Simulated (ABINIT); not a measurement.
**Diamond (Fd-3m, 2 atoms a cell): G0W0 in ABINIT against the plane-wave cutoff**

Aim: move the plane-wave cutoff of a G0W0 run on Diamond (Fd-3m, 2 atoms a cell) over a wide range.

Main program and level: ABINIT 10.8.3; PBE and many-body steps on it, plane waves.

This is a report of a sequence of runs, with most program output left out.

## Step 1: The starting structure

The structure is cubic, space group Fd-3m (No. 227). The conventional cell has a = 3.567 Å, b = 3.567 Å, c = 3.567 Å, α = 90.00°, β = 90.00°, γ = 90.00°. C has 4 C at 1.54 Å nearest.

The cell and positions come from the Crystallography Open Database and are kept as given unless a step says otherwise.

## Step 2: Empty states on the mesh, 8×8×8 mesh, 218 bands

This step: ABINIT 10.8.3; DFT, PBE, plane waves, norm-conserving pseudopotentials.

The sums over transitions need many empty states on a uniform mesh; this step solves for them.

Contents of run.abi:

```
acell 3*1.0 Angstrom
rprim 
  -0.000000000000 1.783370000000 1.783370000000
  1.783370000000 -0.000000000000 1.783370000000
  1.783370000000 1.783370000000 0.000000000000
ntypat 1
znucl 6
natom 2
typat 1 1
xred 
  -0.000000000000 0.000000000000 0.000000000000
  0.250000000000 0.250000000000 0.250000000000
pp_dirpath "pseudos"
pseudos "C.upf"
ecut 37
ngkpt 8 8 8
nshiftk 1
shiftk 0 0 0
kptopt 1
chksymbreak 0
irdden 1
istwfk *1
nband 218
prtvol 0
optdriver 6
gwr_task "HDIAGO"
paral_kgb 0
occopt 1
indata_prefix "in"
outdata_prefix "out"
tmpdata_prefix "tmp"
```

Run with:

```
> OMP_NUM_THREADS=1 mpirun -n 8 abinit run.abi > log
```

The job ended after 4.7 s (8 MPI ranks of Arm Neoverse V1, shared host; peak memory 0.59 GiB).

Numbers from this step:

| Property | Result |
| --- | --- |
| gap | 4.190 eV |
| k of the valence top | 0, 0, 0 |
| k of the conduction bottom | 0.375, 0.375, 0 |
| least direct gap | 5.626 eV |
| k points computed | 29 |
| lowest point of the top converged band, above the valence top | 374.6723 eV |

On this mesh the gap is 4.190 eV.

The density comes from a self-consistent run that is not shown.

## Step 3: Empty states on the mesh, 8×8×8 mesh, 64 bands

run.abi, as its differences from that of step 2:

```diff
@@ -14,3 +14,3 @@
 pseudos "C.upf"
-ecut 37
+ecut 22
 ngkpt 8 8 8
@@ -22,3 +22,3 @@
 istwfk *1
-nband 218
+nband 64
 prtvol 0
```

The job ended after 1.7 s (8 MPI ranks; peak memory 0.07 GiB).

Numbers from this step:

* gap: 4.052 eV
* k of the valence top: 0, 0, 0
* k of the conduction bottom: 0.375, 0.375, 0
* least direct gap: 5.641 eV
* k points computed: 29
* lowest point of the top converged band, above the valence top: 121.8530 eV

On this mesh the gap is 4.052 eV.

## Step 4: Empty states on the mesh, 8×8×8 mesh, 64 bands

run.abi, as its differences from that of step 3:

```diff
@@ -14,3 +14,3 @@
 pseudos "C.upf"
-ecut 22
+ecut 30
 ngkpt 8 8 8
```

It took 2.4 s on 8 MPI ranks; peak memory 0.08 GiB.

Numbers from this step:

```
gap                                                           : 4.185 eV
k of the valence top                                          : 0, 0, 0
k of the conduction bottom                                    : 0.375, 0.375, 0
least direct gap                                              : 5.635 eV
k points computed                                             : 29
lowest point of the top converged band, above the valence top : 121.9287 eV
```

On this mesh the gap is 4.185 eV.

## Step 5: Empty states on the mesh, 8×8×8 mesh, 64 bands

run.abi, as its differences from that of step 4:

```diff
@@ -14,3 +14,3 @@
 pseudos "C.upf"
-ecut 30
+ecut 46
 ngkpt 8 8 8
```

Run time: 7.3 s. Hardware: 8 MPI ranks; peak memory 0.66 GiB; 58 s of CPU time.

This step gave:

| Item | Value |
| --- | --- |
| gap | 4.189 eV |
| k of the valence top | 0, 0, 0 |
| k of the conduction bottom | 0.375, 0.375, 0 |
| least direct gap | 5.624 eV |
| k points computed | 29 |
| lowest point of the top converged band, above the valence top | 121.9247 eV |

On this mesh the gap is 4.189 eV.

## Step 6: Screening, 8×8×8 mesh, 56 bands, screening to 261.2 eV

The RPA dielectric matrix is built and inverted for each q.

This step: RPA screening on PBE, plane waves, norm-conserving pseudopotentials.

run.abi, as its differences from that of step 5:

```diff
@@ -14,3 +14,3 @@
 pseudos "C.upf"
-ecut 46
+ecut 22
 ngkpt 8 8 8
@@ -20,10 +20,11 @@
 chksymbreak 0
-irdden 1
 istwfk *1
-nband 64
-prtvol 0
-optdriver 6
-gwr_task "HDIAGO"
-paral_kgb 0
 occopt 1
+irdwfk 1
+optdriver 3
+nband 56
+ecuteps 9.6
+inclvkb 2
+awtr 1
+symchi 1
 indata_prefix "in"
```

Elapsed: 21 s, on 8 MPI ranks; peak memory 0.96 GiB; 2.8 min of CPU time.

This step gave:

| Item | Value |
| --- | --- |
| ε∞ with local fields, on this mesh, along the program's q direction | 5.541 |
| the same without local fields | 5.981 |
| plasma frequency | 31.18 eV |
| plane waves in the screening matrix | 113 |

Local fields lower ε∞ by 7 %.

## Step 7: 22 Ha

This step: G0W0 on PBE, plane waves, norm-conserving pseudopotentials.

run.abi, as its differences from that of step 6:

```diff
@@ -23,8 +23,17 @@
 irdwfk 1
-optdriver 3
+optdriver 4
 nband 56
+gwcalctyp 0
+ecutsigx 22
+symsigma 1
+nkptgw 2
+kptgw 
+  0.0000000000 0.0000000000 0.0000000000
+  0.3750000000 0.3750000000 0.0000000000
+bdgw 
+  2 7
+  3 6
 ecuteps 9.6
-inclvkb 2
-awtr 1
-symchi 1
+irdscr 1
+ppmodel 1
 indata_prefix "in"
```

It took 4.1 s on 8 MPI ranks; peak memory 1.1 GiB; 32 s of CPU time.

This step gave:

- G0W0 gap on the points computed: 5.325 eV
- starting gap on the mesh: 4.052 eV
- k of the valence top: 0, 0, 0
- k of the conduction bottom: 0.375, 0.375, 0
- Z at the valence top: 0.832
- Z at the conduction bottom: 0.843
- least direct G0W0 gap on the computed points: 7.418 eV

## Step 8: Screening, 8×8×8 mesh, 56 bands, screening to 261.2 eV

This step: RPA screening on PBE, plane waves, norm-conserving pseudopotentials.

run.abi, as its differences from that of step 7:

```diff
@@ -14,3 +14,3 @@
 pseudos "C.upf"
-ecut 22
+ecut 30
 ngkpt 8 8 8
@@ -23,17 +23,8 @@
 irdwfk 1
-optdriver 4
+optdriver 3
 nband 56
-gwcalctyp 0
-ecutsigx 22
-symsigma 1
-nkptgw 2
-kptgw 
-  0.0000000000 0.0000000000 0.0000000000
-  0.3750000000 0.3750000000 0.0000000000
-bdgw 
-  2 7
-  3 6
 ecuteps 9.6
-irdscr 1
-ppmodel 1
+inclvkb 2
+awtr 1
+symchi 1
 indata_prefix "in"
```

It took 22 s on 8 MPI ranks; peak memory 0.98 GiB.

Numbers from this step:

- ε∞ with local fields, on this mesh, along the program's q direction: 5.517
- the same without local fields: 5.957
- plasma frequency: 31.18 eV
- plane waves in the screening matrix: 113

## Step 9: 30 Ha

The self-energy is evaluated for the states that the input lists, and the levels follow from it, in one-shot runs by the linearised quasiparticle equation.

This step: G0W0 on PBE, plane waves, norm-conserving pseudopotentials.

run.abi, as its differences from that of step 8:

```diff
@@ -23,8 +23,17 @@
 irdwfk 1
-optdriver 3
+optdriver 4
 nband 56
+gwcalctyp 0
+ecutsigx 30
+symsigma 1
+nkptgw 2
+kptgw 
+  0.0000000000 0.0000000000 0.0000000000
+  0.3750000000 0.3750000000 0.0000000000
+bdgw 
+  2 7
+  3 6
 ecuteps 9.6
-inclvkb 2
-awtr 1
-symchi 1
+irdscr 1
+ppmodel 1
 indata_prefix "in"
```

It took 4.2 s on 8 MPI ranks; peak memory 1.1 GiB.

Numbers from this step:

```
G0W0 gap on the points computed              : 5.456 eV
starting gap on the mesh                     : 4.185 eV
k of the valence top                         : 0, 0, 0
k of the conduction bottom                   : 0.375, 0.375, 0
Z at the valence top                         : 0.831
Z at the conduction bottom                   : 0.842
least direct G0W0 gap on the computed points : 7.413 eV
```

The gap on the mesh goes from 4.18 eV to 5.46 eV, a correction of +1.27 eV.

## Step 10: Screening, 8×8×8 mesh, 56 bands, screening to 261.2 eV

This step: RPA screening on PBE, plane waves, norm-conserving pseudopotentials.

run.abi, as its differences from that of step 9:

```diff
@@ -14,3 +14,3 @@
 pseudos "C.upf"
-ecut 30
+ecut 37
 ngkpt 8 8 8
@@ -23,17 +23,8 @@
 irdwfk 1
-optdriver 4
+optdriver 3
 nband 56
-gwcalctyp 0
-ecutsigx 30
-symsigma 1
-nkptgw 2
-kptgw 
-  0.0000000000 0.0000000000 0.0000000000
-  0.3750000000 0.3750000000 0.0000000000
-bdgw 
-  2 7
-  3 6
 ecuteps 9.6
-irdscr 1
-ppmodel 1
+inclvkb 2
+awtr 1
+symchi 1
 indata_prefix "in"
```

It took 22 s on 8 MPI ranks; peak memory 1 GiB.

Numbers from this step:

- ε∞ with local fields, on this mesh, along the program's q direction: 5.510
- the same without local fields: 5.948
- plasma frequency: 31.18 eV
- plane waves in the screening matrix: 113

## Step 11: 37 Ha

This step: G0W0 on PBE, plane waves, norm-conserving pseudopotentials.

run.abi, as its differences from that of step 10:

```diff
@@ -23,8 +23,17 @@
 irdwfk 1
-optdriver 3
+optdriver 4
 nband 56
+gwcalctyp 0
+ecutsigx 37
+symsigma 1
+nkptgw 2
+kptgw 
+  0.0000000000 0.0000000000 0.0000000000
+  0.3750000000 0.3750000000 0.0000000000
+bdgw 
+  2 7
+  3 6
 ecuteps 9.6
-inclvkb 2
-awtr 1
-symchi 1
+irdscr 1
+ppmodel 1
 indata_prefix "in"
```

Elapsed: 4.5 s, on 8 MPI ranks; peak memory 1 GiB; 35 s of CPU time.

Numbers from this step:

```
G0W0 gap on the points computed              : 5.467 eV
starting gap on the mesh                     : 4.190 eV
k of the valence top                         : 0, 0, 0
k of the conduction bottom                   : 0.375, 0.375, 0
least direct G0W0 gap on the computed points : 7.408 eV
```

Against the run before, the gap moves by +0.011 eV.

## Step 12: Screening, 8×8×8 mesh, 56 bands, screening to 261.2 eV

This step: RPA screening on PBE, plane waves, norm-conserving pseudopotentials.

run.abi, as its differences from that of step 11:

```diff
@@ -14,3 +14,3 @@
 pseudos "C.upf"
-ecut 37
+ecut 46
 ngkpt 8 8 8
@@ -23,17 +23,8 @@
 irdwfk 1
-optdriver 4
+optdriver 3
 nband 56
-gwcalctyp 0
-ecutsigx 37
-symsigma 1
-nkptgw 2
-kptgw 
-  0.0000000000 0.0000000000 0.0000000000
-  0.3750000000 0.3750000000 0.0000000000
-bdgw 
-  2 7
-  3 6
 ecuteps 9.6
-irdscr 1
-ppmodel 1
+inclvkb 2
+awtr 1
+symchi 1
 indata_prefix "in"
```

Elapsed: 47 s, on 8 MPI ranks; peak memory 1.3 GiB; 6.3 min of CPU time.

This step gave:

| Quantity | Value |
| --- | --- |
| ε∞ with local fields, on this mesh, along the program's q direction | 5.510 |
| the same without local fields | 5.949 |
| plasma frequency | 31.18 eV |
| plane waves in the screening matrix | 113 |

## Step 13: 46 Ha

This step: G0W0 on PBE, plane waves, norm-conserving pseudopotentials.

run.abi, as its differences from that of step 12:

```diff
@@ -23,8 +23,17 @@
 irdwfk 1
-optdriver 3
+optdriver 4
 nband 56
+gwcalctyp 0
+ecutsigx 46
+symsigma 1
+nkptgw 2
+kptgw 
+  0.0000000000 0.0000000000 0.0000000000
+  0.3750000000 0.3750000000 0.0000000000
+bdgw 
+  2 7
+  3 6
 ecuteps 9.6
-inclvkb 2
-awtr 1
-symchi 1
+irdscr 1
+ppmodel 1
 indata_prefix "in"
```

The job ended after 5.1 s (8 MPI ranks; peak memory 1.3 GiB; 40 s of CPU time).

Numbers from this step:

| Property | Result |
| --- | --- |
| G0W0 gap on the points computed | 5.466 eV |
| starting gap on the mesh | 4.189 eV |
| k of the valence top | 0, 0, 0 |
| k of the conduction bottom | 0.375, 0.375, 0 |
| least direct G0W0 gap on the computed points | 7.406 eV |

Against the run before, the gap moves by −0.001 eV.

## Step 14: The runs together

Times are wall times on 8 MPI ranks of Arm Neoverse V1, shared host, good to a factor of about two. A run's time includes the screening step that it read.

| run | mesh | bands | screening cutoff (eV) | DFT gap (eV) | gap on the mesh (eV) | direct (eV) | ε∞ used | time |
| --- | --- | --- | --- | --- | --- | --- | --- | --- |
| 22 Ha | 8×8×8 | 56 | 261.2 | 4.052 | 5.325 | 7.418 | 5.54 | 26 s |
| 30 Ha | 8×8×8 | 56 | 261.2 | 4.185 | 5.456 | 7.413 | 5.52 | 26 s |
| 37 Ha | 8×8×8 | 56 | 261.2 | 4.190 | 5.467 | 7.408 | 5.51 | 26 s |
| 46 Ha | 8×8×8 | 56 | 261.2 | 4.189 | 5.466 | 7.406 | 5.51 | 52 s |

## Step 15: Results

| Property | Result |
| --- | --- |
| 22 Ha | 5.325 eV |
| 30 Ha | 5.456 eV |
| 37 Ha | 5.467 eV |
| 46 Ha | 5.466 eV |
| known limits | not at the basis limit |

The setting moved: plane-wave cutoff. From 22 Ha to 46 Ha the gap moves by +0.14 eV, for 2.0 times the time. It holds to 0.03 eV from 30 Ha on. Bands and screening cutoff are coupled, so a series along one setting does not show full convergence. Bands and cutoff are finite, so the gap is not at the basis limit. The miss can reach some tenths of an eV and take either sign; the mesh is an error of its own. In the G0W0 runs levels were corrected at 2 k points alone, so a gap called «on the mesh» is the least over those, and an edge elsewhere would be missed.

[Paths, hosts, dates, memory and timing lines, banners, echoed tables and standing remarks are left out of the program output.]

[Logs are printed without paths, hosts, clocks, repeated set-up lines and the standing remarks that a program may print on its own settings, such as how far it seeks lower states.]

[Runs of the session that timed out or met a known fault of the program may be left out.]

[Hosts, paths, dates, database ids (printed as entryN), source tags and the programs' standing remarks are cut or masked in the printed files.]

[G0W0 gaps are taken among the corrected bands and points alone; a level outside them can change the order at an edge.]

[Where Ansatz stands beside ABINIT at settings called matched, ABINIT's density can come from a denser mesh and the files from another edition; pairs whose starting gaps differed by over 0.03 eV were left out, so agreement reads better than it is.]
